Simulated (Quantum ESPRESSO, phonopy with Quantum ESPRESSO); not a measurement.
# BP (F-43m): a volume series of phonon spectra, part 6 of 9

Aim: how the vibrations of BP shift with volume, and the expansion that follows.

Measurements to reproduce:
- volume expansion coefficient 9.6 1e-6/K near room temperature (given in “Thermal expansion coefficients of high thermal conducting BAs and BP materials (three times its linear coefficient)”, 2019, arxiv:1906.04101)

Quantum ESPRESSO 7.5; DFT PBE+D3(BJ), scalar-relativistic, plane waves, GBRV ultrasoft pseudopotentials.

So far. Step 6 (Zone-centre response): The Born charges sum to zero within 0.0022 e; the rest is removed before use. Acoustic frequencies in this log differ from zero by the error of the sum rule, which ph.x does not impose. Step 7 (Forces on a displaced cell): At this level the gap is 1.23 eV on the k-mesh of the self-consistent run, which can miss the band edges.

## Step 9: Phonons, V/V0 1

This step: DFT PBE+D3(BJ), scalar-relativistic, plane waves, GBRV ultrasoft pseudopotentials (phonopy with Quantum ESPRESSO 4.10.0 / 7.5).

The job ended after 12 min (8 threads of Arm Neoverse V2, shared host; 89 min of CPU time).

Numbers from this step:

- point group: -43m
- highest frequency: 828.9 cm⁻¹
- Debye temperature from the second moment: 1112 K
- lowest frequency on the path: 0 cm⁻¹
- zero-point energy: 0.2060 eV/cell
- Γ frequencies: 0, 0, 0, 822.2, 822.2, 822.2 cm⁻¹ (negative: imaginary)

Phonopy, LO-TO term from ph.x's tensors. The phonon branches at the labelled points (cm⁻¹):

```
    point  branch 1  branch 2  branch 3  branch 4  branch 5  branch 6
        Γ         0         0         0       822       822       828
  halfway       240       240       372       774       774       825
        X       312       312       535       717       717       802
  halfway       310       342       521       710       720       802
        U       304       403       483       696       731       805
jump to K       304       403       483       696       731       805
  halfway       212       274       378       777       788       808
        Γ         0         0         0       822       822       828
  halfway       177       177       356       799       799       810
        L       225       225       516       775       778       778
  halfway       283       350       487       717       754       802
        W       355       403       459       699       722       802
  halfway       333       347       508       708       720       802
        X       312       312       535       717       717       802
```

The phonon branches as a text plot (rows in cm⁻¹):

```
    812 |**************************************      ************
    777 |    ***              ***            *********
    743 |       ***      *******                    ******
    708 |          ***********                        ***********
    673 |
    639 |
    604 |
    570 |
    535 |          *****                                      ***
    501 |         *     **                      *******      *
    466 |                 **                   *       ******
    432 |       **         *****             **
    397 |                ** **                         ******
    363 |     **        *       *           *         *  *****
    328 |            ***      ** **                     *    ****
    294 |    *    ***  *****               *         ***
    259 |       **          *****                   **
    224 |     **                *****          *****
    190 |  ***                           ** ***
    155 |                        ****      *
    121 |  **                      ***
     86 | *                          *  ***
     52 |                            *  *
     17 |*                            **
         Γ           X  U|K            Γ         L        W     X
```

Harmonic. Thermo, by row:

```csv
T (K),F_vib (meV/atom),S (J/mol-atom/K),C_V (J/mol-atom/K)
0,103,0,0
50,103,0.106,0.392
100,102.7,1.062,2.957
150,101.7,2.874,6.205
200,99.67,5.093,9.327
250,96.42,7.481,12.11
300,91.91,9.902,14.44
350,86.16,12.28,16.31
400,79.21,14.55,17.79
450,71.1,16.72,18.96
500,61.9,18.77,19.89
550,51.67,20.7,20.63
600,40.47,22.52,21.22
650,28.35,24.24,21.71
700,15.36,25.86,22.11
750,1.56,27.4,22.44
800,-13.02,28.86,22.72
850,-28.34,30.24,22.95
900,-44.35,31.56,23.16
950,-61.04,32.82,23.33
1000,-78.36,34.02,23.48
```

The modes has structure finer than the step of the table below, so its rows give means over 20 cm⁻¹, whole bins alone (the curve runs from -10 to 864 cm⁻¹). Peaks (cm⁻¹: height): B 803.3: 0.0469; P 308.7: 0.0129, 473.6: 0.0134, 803.3: 0.00723.

Phonopy on the run's constants, 21x21x21 mesh, Gaussian sigma 6.2 cm⁻¹. Modes against wavenumber; means over each step; values in 1/cm⁻¹/cell:

| wavenumber (cm⁻¹) | B | P |
| --- | --- | --- |
| 0 | 2.7e-6 | 1.1e-5 |
| 20 | 2.5e-6 | 4.1e-6 |
| 40 | 2.6e-5 | 7.4e-5 |
| 60 | 4.0e-5 | 1.2e-4 |
| 80 | 1.1e-4 | 3.4e-4 |
| 100 | 1.3e-4 | 3.7e-4 |
| 120 | 2.4e-4 | 7.2e-4 |
| 140 | 3.4e-4 | 0.00101 |
| 160 | 4.3e-4 | 0.00131 |
| 180 | 6.9e-4 | 0.00217 |
| 200 | 9.4e-4 | 0.00306 |
| 220 | 0.00158 | 0.00530 |
| 240 | 0.00218 | 0.00760 |
| 260 | 0.00232 | 0.00845 |
| 280 | 0.00260 | 0.0101 |
| 300 | 0.00280 | 0.0117 |
| 320 | 0.00225 | 0.0102 |
| 340 | 0.00146 | 0.00721 |
| 360 | 0.00113 | 0.00579 |
| 380 | 0.00104 | 0.00567 |
| 400 | 9.9e-4 | 0.00561 |
| 420 | 6.3e-4 | 0.00387 |
| 440 | 5.3e-4 | 0.00438 |
| 460 | 6.7e-4 | 0.0104 |
| 480 | 5.8e-4 | 0.0118 |
| 500 | 2.1e-4 | 0.00629 |
| 520 | 4.6e-5 | 0.00210 |
| 540 | 1.0e-6 | 2.5e-4 |
| 560 | 0 | 3.8e-7 |
| 580 | 0 | 0 |
| 600 | 0 | 0 |
| 620 | 0 | 0 |
| 640 | 0 | 0 |
| 660 | 0 | 0 |
| 680 | 7.4e-4 | 2.2e-5 |
| 700 | 0.00972 | 5.4e-4 |
| 720 | 0.0154 | 0.00240 |
| 740 | 0.0178 | 0.00381 |
| 760 | 0.0173 | 0.00427 |
| 780 | 0.0151 | 0.00402 |
| 800 | 0.0343 | 0.00579 |
| 820 | 0.0148 | 0.00291 |
| 840 | 7.7e-4 | 2.2e-4 |

No LO-TO term. The modes at Γ (shares of kinetic energy by element, %):

```
mode  frequency (cm⁻¹)  symmetry  B %  P %
   1               0.0        T2   26   74
   2               0.0        T2   26   74
   3               0.0        T2   26   74
   4             822.2        T2   74   26
   5             822.2        T2   74   26
   6             822.2        T2   74   26
```

Displacements in mode 5 (822.2 cm⁻¹), the largest set to 1:
```
B1   0.00  1.00  0.53
P2   0.00 -0.35 -0.19
```

No mode is imaginary beyond numerical noise along the path.

The time given is that of the 2 pw.x runs on displaced cells behind this step.

The supercell is 7.8 Å across at its narrowest and was not tested against a larger one: only its own wavevectors are exact, and acoustic branches between them, with the entropy at low temperature, can be off.

## Step 10: Ground state at this cell, V/V0 1.015

A tight ground state at this cell gives the energy of this member; its pressure is the stress at this cutoff, which can carry an offset from the finite basis.

This step: DFT PBE+D3(BJ), scalar-relativistic, plane waves, GBRV ultrasoft pseudopotentials (Quantum ESPRESSO 7.5).

System of this step: BP. It takes space group F-43m (No. 216, cubic). The conventional cell has a = 4.528 Å, b = 4.528 Å, c = 4.528 Å, α = 90.00°, β = 90.00°, γ = 90.00°. Nearest to B lie 4 P at 1.96 Å. Nearest to P lie 4 B at 1.96 Å. Farther neighbours are not listed.

File scf.in:

```
 &control
    calculation='scf',
    prefix='x',
    outdir='./tmp',
    pseudo_dir='./pseudo',
    tprnfor=.true.,
    tstress=.true.,
 /
 &system
    ibrav=0,
    nat=2,
    ntyp=2,
    ecutwfc=40.0,
    ecutrho=240.0,
    occupations='fixed',
    nbnd=6,
    vdw_corr='grimme-d3',
    dftd3_version=4,
    dftd3_threebody=.false.,
 /
 &electrons
    conv_thr=1.0d-12,
    mixing_beta=0.7,
    electron_maxstep=100,
 /
ATOMIC_SPECIES
 B      10.8100  B.upf
 P      30.9738  P.upf
CELL_PARAMETERS angstrom
     0.000000000    2.263939367    2.263939367
     2.263939367    0.000000000    2.263939367
     2.263939367    2.263939367    0.000000000
ATOMIC_POSITIONS crystal
 B      0.000000000   0.000000000   0.000000000
 P      0.250000000   0.250000000   0.250000000
K_POINTS automatic
 12 12 12 0 0 0
```

Run with:

```console
$ OMP_NUM_THREADS=1 mpirun -n 8 pw.x -nk 8 -in scf.in > scf.out
```

The log of the run:

```text
[banner, memory and clock lines left out]
Program PWSCF v.7.5

     Message from routine setup:
     using ibrav=0 with symmetry is DISCOURAGED, use correct ibrav instead

     G-vector sticks info

     bravais-lattice index     =            0
     lattice parameter (alat)  =       6.0503  a.u.
     unit-cell volume          =     156.6105 (a.u.)^3
     number of atoms/cell      =            2
     number of atomic types    =            2
     number of electrons       =         8.00
[...]
atom    2 type  2   force =    -0.00000000   -0.00000000    0.00000000

     Total force =     0.000000     Total SCF correction =     0.000000

     Computing stress (Cartesian axis) and pressure

          total   stress  (Ry/bohr**3)                   (kbar)     P=      -24.68
[...]
0.00000000  -0.00016778  -0.00000000            0.00      -24.68       -0.00
  -0.00000000  -0.00000000  -0.00016778           -0.00       -0.00      -24.68

     XML data file, charge density, pseudopotentials, collected wavefunctions
[key lines of the parts left out:]
!    total energy              =     -22.02122490 Ry
convergence has been achieved in  10 iterations
```

The job ended after 1.8 s (8 MPI ranks; 14 s of CPU time).

At this level the gap is 1.24 eV on the k-mesh of the self-consistent run, which can miss the band edges.

## Step 11: Ph1.015 field d3hess

File d3hess.in:

```
 &input
    prefix='x',
    outdir='./tmp',
    step=0.001,
 /
```

Run with:

```console
$ d3hess.x -in d3hess.in > d3hess.out
```

The log of the run:

```text
[banner, memory and clock lines left out]
Program d3hess v.7.5

     ./tmp/x.save/

     IMPORTANT: XC functional enforced from input :
     Exchange-correlation= PBE
                           (   1   4   3   4   0   0   0)
     Any further DFT definition will be discarded
     Please, verify this is what you really want

     G-vector sticks info

     Differentiation step:           0.001000000000
     DFT-D3 version:    4
     DFT-D3 threebody: F
     Using a general (and memory consuming) algorithm for any q

 |G(force)| =   9.9776597127152859E-003  supercell gradient
[...]
|H(unit cell)| =   1.9468567741487790E-007
[...]
|H(unit cell)| =   1.9468567740868598E-007
     Displacement step:    2   3  -1

 |G(force)| =   9.9783619970223811E-003  supercell gradient
 |G(force)| =   1.0346908635254939E-007  supercell gradient for atoms in the unit cell
 |G(force)| =   1.0346908635254939E-007  unit cell gradient
     Displacement step:    2   3   1

 |G(force)| =   9.9771400333750638E-003  supercell gradient
 |G(force)| =   9.7407862514465733E-008  supercell gradient for atoms in the unit cell
 |G(force)| =   9.7407862514465733E-008  unit cell gradient
 |H(unit cell)| =   1.9468567740622858E-007

     Writing Hessian on file: ./tmp/x.hess
```

Wall time 2.1 s (1 thread).

## Step 12: Born charges and dielectric tensor

In a polar crystal the Born charges and ε∞ give the long-range dipole term that a finite supercell misses. They are those of this k-mesh and were not tested on a denser one; where the gap is small they converge slowly, and the LO modes with them.

File ph.in:

```
phonons
 &inputph
    prefix='x',
    outdir='./tmp',
    fildyn='x.dyn',
    tr2_ph=1.0d-18,
    epsil=.true.,
 /
0.000000000 0.000000000 0.000000000
```

scf.in is that of step 10.

Run with:

```console
$ OMP_NUM_THREADS=1 mpirun -n 8 ph.x -nk 8 -in ph.in > ph.out
```

The log of the run:

```text
[banner, memory and clock lines left out]
Program PHONON v.7.5

     ./tmp/x.save/

     IMPORTANT: XC functional enforced from input :
     Exchange-correlation= PBE
                           (   1   4   3   4   0   0   0)
     Any further DFT definition will be discarded
     Please, verify this is what you really want

     G-vector sticks info

     Reading collected, re-writing distributed wavefunctions in ./tmp/

     Number and degeneracy of irreps per q-point
       N         xq(1)         xq(2)         xq(3)   N irreps
[...]
freq (    1) =       0.645851 [THz] =      21.543255 [cm-1]
     freq (    2) =       0.645851 [THz] =      21.543255 [cm-1]
     freq (    3) =       0.645851 [THz] =      21.543255 [cm-1]
     freq (    4) =      24.292481 [THz] =     810.309945 [cm-1]
     freq (    5) =      24.292481 [THz] =     810.309945 [cm-1]
     freq (    6) =      24.292481 [THz] =     810.309945 [cm-1]
 **************************************************************************

     Mode symmetry, T_d (-43m)  point group:

     freq (   1-   3) =         21.5  [cm-1]   --> T_2  G_15 P_4   I+R
     freq (   4-   6) =        810.3  [cm-1]   --> T_2  G_15 P_4   I+R
```

The job ended after 15 s (8 MPI ranks).

The Born charges sum to zero within 0.0021 e; the rest is removed before use. Acoustic frequencies in this log differ from zero by the error of the sum rule, which ph.x does not impose.

## Step 13: Forces on a displaced cell

One atom (for the harmonic constants) or a pair of atoms (for the cubic ones) is moved by a few hundredths of an ångström; the forces on all atoms give a column of force constants. The threshold is tight because the forces are small.

System of this step: BP. The cell holds 54 atoms: 27 B and 27 P. Its edges and angles: a = 9.605 Å, b = 9.605 Å, c = 9.605 Å, α = 60.0°, β = 60.0°, γ = 60.0°. It derives from BP, repeated 3×3×3.

File disp-00001.in:

```
 &control
    calculation='scf',
    prefix='x',
    outdir='./tmp',
    pseudo_dir='./pseudo',
    tprnfor=.true.,
    disk_io='none',
 /
 &system
    ibrav=0,
    nat=54,
    ntyp=2,
    ecutwfc=40.0,
    ecutrho=240.0,
    occupations='fixed',
    nbnd=110,
    vdw_corr='grimme-d3',
    dftd3_version=4,
    dftd3_threebody=.false.,
 /
 &electrons
    conv_thr=1.0d-11,
    mixing_beta=0.7,
    electron_maxstep=100,
 /
ATOMIC_SPECIES
 B      10.8100  B.upf
 P      30.9738  P.upf
CELL_PARAMETERS angstrom
     0.000000000    6.791818102    6.791818102
     6.791818102    0.000000000    6.791818102
     6.791818102    6.791818102    0.000000000
ATOMIC_POSITIONS crystal
 B      0.002082231   0.000000000   0.000000000
 B      0.333333333   0.000000000   0.000000000
 B      0.666666667   0.000000000   0.000000000
 B      0.000000000   0.333333333   0.000000000
 B      0.333333333   0.333333333   0.000000000
 B      0.666666667   0.333333333   0.000000000
 B      0.000000000   0.666666667   0.000000000
 B      0.333333333   0.666666667   0.000000000
 B      0.666666667   0.666666667   0.000000000
 B      0.000000000   0.000000000   0.333333333
 B      0.333333333   0.000000000   0.333333333
 B      0.666666667   0.000000000   0.333333333
 B      0.000000000   0.333333333   0.333333333
 B      0.333333333   0.333333333   0.333333333
 B      0.666666667   0.333333333   0.333333333
 B      0.000000000   0.666666667   0.333333333
 B      0.333333333   0.666666667   0.333333333
 B      0.666666667   0.666666667   0.333333333
 B      0.000000000   0.000000000   0.666666667
 B      0.333333333   0.000000000   0.666666667
 B      0.666666667   0.000000000   0.666666667
 B      0.000000000   0.333333333   0.666666667
 B      0.333333333   0.333333333   0.666666667
 B      0.666666667   0.333333333   0.666666667
 B      0.000000000   0.666666667   0.666666667
 B      0.333333333   0.666666667   0.666666667
 B      0.666666667   0.666666667   0.666666667
 P      0.083333333   0.083333333   0.083333333
 P      0.416666667   0.083333333   0.083333333
 P      0.750000000   0.083333333   0.083333333
 P      0.083333333   0.416666667   0.083333333
 P      0.416666667   0.416666667   0.083333333
 P      0.750000000   0.416666667   0.083333333
 P      0.083333333   0.750000000   0.083333333
 P      0.416666667   0.750000000   0.083333333
 P      0.750000000   0.750000000   0.083333333
 P      0.083333333   0.083333333   0.416666667
 P      0.416666667   0.083333333   0.416666667
 P      0.750000000   0.083333333   0.416666667
 P      0.083333333   0.416666667   0.416666667
 P      0.416666667   0.416666667   0.416666667
 P      0.750000000   0.416666667   0.416666667
 P      0.083333333   0.750000000   0.416666667
 P      0.416666667   0.750000000   0.416666667
 P      0.750000000   0.750000000   0.416666667
 P      0.083333333   0.083333333   0.750000000
 P      0.416666667   0.083333333   0.750000000
 P      0.750000000   0.083333333   0.750000000
 P      0.083333333   0.416666667   0.750000000
 P      0.416666667   0.416666667   0.750000000
 P      0.750000000   0.416666667   0.750000000
 P      0.083333333   0.750000000   0.750000000
 P      0.416666667   0.750000000   0.750000000
 P      0.750000000   0.750000000   0.750000000
K_POINTS automatic
 3 3 3 0 0 0
```

Run with:

```console
$ OMP_NUM_THREADS=1 mpirun -n 4 pw.x -nk 4 -in disp-00001.in > disp-00001.out
```

The log of the run:

```text
[banner, memory and clock lines left out]
Program PWSCF v.7.5

     Message from routine setup:
     using ibrav=0 with symmetry is DISCOURAGED, use correct ibrav instead

     G-vector sticks info

     bravais-lattice index     =            0
     lattice parameter (alat)  =      18.1510  a.u.
     unit-cell volume          =    4228.4844 (a.u.)^3
     number of atoms/cell      =           54
     number of atomic types    =            2
     number of electrons       =       216.00
[...]
atom    1 type  1   force =    -0.00041568   -0.01082147   -0.01082147
     atom    2 type  1   force =     0.00028564    0.00039194    0.00039194
     atom    3 type  1   force =    -0.00028268    0.00037547    0.00037547
[...]
atom   53 type  2   force =     0.00008689   -0.00001863   -0.00001863
     atom   54 type  2   force =     0.00000015   -0.00002270   -0.00002270

     Total force =     0.017891     Total SCF correction =     0.000002
     Message from routine punch:
     Nothing written, as per user request (disk_io='none')
[key lines of the parts left out:]
!    total energy              =    -594.57126547 Ry
convergence has been achieved in  17 iterations
```

Run time: 12 min. Hardware: 4 MPI ranks; 47 min of CPU time.

## Step 14: Phonons, V/V0 1.015

This step: DFT PBE+D3(BJ), scalar-relativistic, plane waves, GBRV ultrasoft pseudopotentials (phonopy with Quantum ESPRESSO 4.10.0 / 7.5).

It took 12 min on 8 threads; 89 min of CPU time.

Phonopy, LO-TO term from ph.x's tensors. Phonon branches along the path, in cm⁻¹:

```csv
point,branch 1,branch 2,branch 3,branch 4,branch 5,branch 6
Γ,0,0,0,810,810,815
halfway,239,239,367,760,760,812
X,312,312,528,701,701,789
halfway,311,342,514,695,705,789
U,305,401,477,682,715,791
jump to K,305,401,477,682,715,791
halfway,212,271,373,765,775,794
Γ,0,0,0,810,810,815
halfway,177,177,351,786,786,798
L,226,226,508,763,764,764
halfway,283,348,480,704,740,787
W,353,402,452,687,706,787
halfway,332,346,501,694,704,788
X,312,312,528,701,701,789
```

The phonon branches as a text plot (rows in cm⁻¹):

```
    799 |**************************************      ************
    765 |    ***              ***            *********
    731 |       ***       ******                    *****
    697 |          ***********                        ***********
    663 |
    629 |
    595 |
    561 |
    527 |          *****                                      ***
    493 |         *     ***                     *******      *
    459 |                  *                   *       ******
    425 |       **         *****             **
    391 |                ** **                         ******
    357 |     **       **       *           *         *  *****
    323 |          *******    ** **                  *  *    ****
    289 |    *  ***       ****             *          **
    255 |     **              ***                   **
    221 |                       *****          *****
    187 |  ***                           ** ***
    153 |                        ****      *
    119 |  **                      ***
     85 | *                          *  ***
     51 |                            *  *
     17 |*                            **
         Γ           X  U|K            Γ         L        W     X
```

No mode is imaginary beyond numerical noise along the path. The highest zone-centre mode (no LO–TO term) moved by -1.5 % for a volume change of +1.5 %.

The time given is that of the 2 pw.x runs on displaced cells behind this step.

## Step 15: Ground state at this cell, V/V0 0.985

A tight ground state at this cell gives the energy of this member; its pressure is the stress at this cutoff, which can carry an offset from the finite basis.

This step: DFT PBE+D3(BJ), scalar-relativistic, plane waves, GBRV ultrasoft pseudopotentials (Quantum ESPRESSO 7.5).

System of this step: BP. Symmetry: F-43m, No. 216, cubic system. The conventional cell has a = 4.483 Å, b = 4.483 Å, c = 4.483 Å, α = 90.00°, β = 90.00°, γ = 90.00°. B has 4 P at 1.94 Å nearest. Nearest to P lie 4 B at 1.94 Å. Farther neighbours are not listed.

Edit scf.in of step 12 so:

```diff
@@ -29,5 +29,5 @@
 CELL_PARAMETERS angstrom
-     0.000000000    2.263939367    2.263939367
-     2.263939367    0.000000000    2.263939367
-     2.263939367    2.263939367    0.000000000
+     0.000000000    2.241411113    2.241411113
+     2.241411113    0.000000000    2.241411113
+     2.241411113    2.241411113    0.000000000
 ATOMIC_POSITIONS crystal
```

Run with:

```console
$ OMP_NUM_THREADS=1 mpirun -n 8 pw.x -nk 8 -in scf.in > scf.out
```

The log of the run:

```text
[banner, memory and clock lines left out]
Program PWSCF v.7.5

     Message from routine setup:
     using ibrav=0 with symmetry is DISCOURAGED, use correct ibrav instead

     G-vector sticks info

     bravais-lattice index     =            0
     lattice parameter (alat)  =       5.9901  a.u.
     unit-cell volume          =     151.9817 (a.u.)^3
     number of atoms/cell      =            2
     number of atomic types    =            2
     number of electrons       =         8.00
[...]
atom    2 type  2   force =    -0.00000000   -0.00000000    0.00000000

     Total force =     0.000000     Total SCF correction =     0.000000

     Computing stress (Cartesian axis) and pressure

          total   stress  (Ry/bohr**3)                   (kbar)     P=       26.38
[...]
0.00000000   0.00017931   0.00000000            0.00       26.38        0.00
   0.00000000   0.00000000   0.00017931            0.00        0.00       26.38

     XML data file, charge density, pseudopotentials, collected wavefunctions
[key lines of the parts left out:]
!    total energy              =     -22.02120725 Ry
convergence has been achieved in  10 iterations
```

Wall time 1.8 s (8 MPI ranks); 13 s of CPU time.

The run ends at a pressure of 2.64 GPa.

(Part 6 of 9 ends here.)

[Logs are printed without paths, hosts, clocks, repeated set-up lines and the standing remarks that a program may print on its own settings, such as how far it seeks lower states.]

[Hosts, paths, dates, database ids (printed as entryN), source tags and the programs' standing remarks are cut or masked in the printed files.]

[A step with changed settings may run another functional than the one named; its input shows which.]

[Of the runs on displaced cells, only some may be shown.]
